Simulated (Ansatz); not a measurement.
# Ca2C (model cell, started as antifluorite): following an unstable mode, part 3 of 3

Wanted: the energy along a soft mode of Ca2C (model cell, started as antifluorite) and the structure at the end.

Ansatz 0.2.0; DFT PBEsol, scalar-relativistic, plane waves, PAW.

So far. Step 5 (Energy along the mode, all amplitudes (two of the runs …): The lowest of the steps tried is at 0.32 Å, 6.17 meV/atom below the parent; the bottom of the well need not coincide with a step. Step 7 (The new phase in its own primitive cell): The largest force component left is 0.014 meV/Å and the pressure is 0.000 GPa, within the tolerances set. The cell now holds 20.62 Å³/atom. The relaxed cell has a = 4.386, c = 6.430 Å (conventional setting).

The structure was built from a prototype and need not be the compound's stable phase.

### Step 8. Modes of the new phase, k-mesh 8×8×6

A relaxed structure may still be a saddle point, so its zone-centre modes are computed. No field response is asked.

File input.yaml:

```yaml
crystal:
  lattice:
    - [4.3863668246, 0.0, 0.0]
    - [0.0, 4.3863668246, 0.0]
    - [0.0, 0.0, 6.4304253635]
  atoms:
    - { symbol: C, position: [0.5, 0.5, 0.5] }
    - { symbol: C, position: [0.0, 0.0, 0.0] }
    - { symbol: Ca, position: [0.0, 0.5, 0.8111743923] }
    - { symbol: Ca, position: [0.5, 0.0, 0.1888256077] }
    - { symbol: Ca, position: [0.0, 0.5, 0.3111743923] }
    - { symbol: Ca, position: [0.5, 0.0, 0.6888256077] }
kpoints:
  mp_grid: { grid: [8, 8, 6] }
hamiltonian:
  xc: pbesol
scf:
  occupations: { method: gaussian, width: 0.01 }
output:
  eigenvalues: true
phonons:
  method: dfpt
```

The run is started by

```bash
ansatz run input.yaml --threads 4 --pin off --max-ram 7168MiB --backend cpu --events-out ev --progress --plain --runs-dir out
```

Numbers of over 12 decimals in the logs are rounded to 6 here.

Output:

```text
zone centre: on kpoints.mp_grid the ground state, and the responses unless they are solved on pairs of k-points, stand on 100 of the mesh's 384 k-points, reduced under 4 symmetry operations, with k and −k counted as one. Each operation leaves every solved displacement unchanged or reverses it
[...]
Crystal: 6 atoms, lattice volume = 123.723 Å³
Basis set: ecut = 420 eV, 2413 PW (Γ), exchange–correlation on 60×60×96 points (8 copies of the dense FFT grid, shifted against one another)
Bands: 30, of which v1, the nominal top of the filled ones, is band 24 counted from 1 (23 counted from 0)
Symmetry: 16 space group operations
k-points: 100 of 384 (irreducible under 4 space group operations, time reversal used)
[...]
SCF iter   1: F=—  HF=-7666.569737 eV  |F-HF|=—  |Δ(HF+E_count)|=         —  Δρ=4.11e-3  dr2=2.29e-2  ethr=1.77e-3  ⟨swp⟩=8.1  Hψ=14513  notcnv=0
[...]
SCF iter  10: F=-7666.566189 eV  HF=-7666.566189 eV  |F-HF|=9.09e-13  |Δ(HF+E_count)|=  2.73e-12  Δρ=2.50e-8  dr2=7.80e-13  ethr=1.00e-12  ⟨swp⟩=5.0  Hψ=10808  notcnv=0
SCF 1 converged in 10 iterations: F = -7666.566189 eV  dr2 = 7.80e-13
[...]
DFPT response loops at Γ: preconditioner auto → Resta (q_TF=auto, 2.330 Å⁻¹)  ε∞=18.6 (no band partly filled); β = 1.00, the filter's whole step (`scf.mixing.beta` (0.50) is not read by the response loops at its default; to damp them type it under 1.00, their step now; it binds the ground state too); Broyden in place of MSR1
SCF converged after 10 iterations
Free energy (F): -7666.566189 eV
[...]
Internal energy: -7666.566189 eV  (E = F + TS)
E sigma→0 (E₀):  -7666.566189 eV
Fermi energy:    7.552157 eV
[...]
--- Band table (eV; the first three rows and the last of 100) ---
  k-point 0: bands = [... 20 lower, 6.6452, 6.6452, 7.4651, 7.4651, 7.6388, 7.8047, 9.3064, 9.7049, ... 2 higher]
  k-point 1: bands = [... 20 lower, 6.6996, 6.6996, 7.4143, 7.4143, 7.8588, 8.2137, 9.3944, 9.7582, ... 2 higher]
  k-point 2: bands = [... 20 lower, 6.8482, 6.8482, 7.2719, 7.2719, 8.3626, 8.8423, 9.6835, 9.9114, ... 2 higher]
  k-point 99: bands = [... 20 lower, 6.2464, 6.2464, 7.1918, 7.1918, 8.3431, 8.3431, 10.8380, 10.8380, ... 2 higher]
--- Phonons (Γ-DFPT): 5 representative perturbations + reference, on 100 of 384 k-points (Σ response iterations 15) ---
  k mesh reduced under 4 symmetry operations, with k and −k counted as one. Each operation leaves every solved displacement unchanged or reverses it
  ASR residual: 1.022e-5 → 0.000e0 eV/Å²; symmetrization residual: 1.889e-6 eV/Å²
  ASR residual per site (eV/Å²): 6.90e-6 6.90e-6 1.02e-5 1.02e-5 1.02e-5 1.02e-5
  Γ frequencies (cm⁻¹): 0.00 0.00 0.00 22.44 22.44 107.52 168.22 168.22 195.80 252.95 252.95 270.80 281.50 332.74 332.74 336.25 336.25 404.82
  non-analytic LO–TO correction: not included (Born effective charges unavailable; polar crystals: no LO–TO splitting at Γ)
```

Run time: 45 s. Hardware: 4 threads of Arm Neoverse V2, shared host; peak memory 1.4 GiB.

This step gave:

- sum-rule residual before enforcement: 1.02e-5 eV/Å²
- point group: 4/mmm
- highest optical mode at the zone centre (no LO-TO term): 404.8 cm⁻¹
- lowest optical zone-centre mode: 22.44 cm⁻¹

Without the LO-TO term. Patterns of degenerate modes are one choice out of their space. Modes at Γ, with each element's share of the kinetic energy:

```csv
mode,frequency (cm⁻¹),symmetry,C %,Ca %
1,0.0,acoustic,13,87
2,0.0,acoustic,13,87
3,0.0,acoustic,13,87
4,22.4,Eu,11,89
5,22.4,Eu,11,89
6,107.5,A1g,0,100
7,168.2,Eg,13,87
8,168.2,Eg,13,87
9,195.8,B1g,14,86
10,252.9,Eg,9,91
11,252.9,Eg,9,91
12,270.8,A2u,87,13
13,281.5,B2u,0,100
14,332.7,Eg,78,22
15,332.7,Eg,78,22
16,336.2,Eu,76,24
17,336.2,Eu,76,24
18,404.8,B1g,86,14
```

Displacements in mode 4 (22.4 cm⁻¹), the largest set to 1:
```
C1  -0.03 -0.79  0.00
C2  -0.03 -0.79  0.00
Ca3  0.04 -0.76  0.00
Ca4 -0.03  1.00  0.00
Ca5 -0.03  1.00  0.00
Ca6  0.04 -0.76  0.00
```

Displacements in mode 18 (404.8 cm⁻¹), the largest set to 1:
```
C1   0.00  0.00  1.00
C2   0.00  0.00 -1.00
Ca3  0.00  0.00  0.16
Ca4  0.00  0.00  0.16
Ca5  0.00  0.00 -0.16
Ca6  0.00  0.00 -0.16
```

Before it was imposed, the acoustic sum rule was missed by 1.0e-5 eV/Å². Small misses are needed for a sound result but don't prove that mesh and cutoff are converged. The lowest optical mode is real, 22.4 cm⁻¹.

### Step 9. Summary of results

- unstable mode of the parent: q = (0, -0.5, -0.5), 60i cm⁻¹
- depth at the lowest point sampled: 6.17 meV/atom
- largest atomic shift at that point: 0.32 Å
- space group reached (within 0.01 Å): P4_2/nmc
- energy gained over the parent (first relaxation, on the mesh of the frozen mode): 12.4 meV/atom
- volume per atom, phase reached: 20.6 Å³
- gap on the k-mesh, phase reached: 0.174 eV
- lowest optical zone-centre mode, phase reached: 22.4 cm⁻¹
- highest optical mode at the zone centre (no LO-TO term), phase reached: 405 cm⁻¹

In words: Along this mode the structure falls into P4_2/nmc, 12.4 meV/atom below the parent. At the parent's cell the well is 6.169 meV/atom deep on the steps tried, with its lowest point at a shift of 0.32 Å. Relaxing atoms and cell changes the gain by +6.21 meV/atom against the lowest step (energies at zero smearing). The new phase has no imaginary mode at the zone centre of its cell; other wavevectors were not checked. Of the 2 patterns followed to their end from this parent, this one reaches the lowest energy. Each path keeps the symmetry of its pattern, so a lower phase may lie along a pattern not tried. The program warns that the interpolation holds no quadrupole term, so branches close to Γ can be off in this crystal. A phonon run warned that its eigensolver left some bands unconverged in a pass. The starting cell was built on a prototype and not taken from a measurement, so the phase need not exist.

[Logs are printed without paths, hosts, clocks, repeated set-up lines and the standing remarks that a program may print on its own settings, such as how far it seeks lower states.]

[Hosts, paths, dates, database ids (printed as entryN), source tags and the programs' standing remarks are cut or masked in the printed files.]
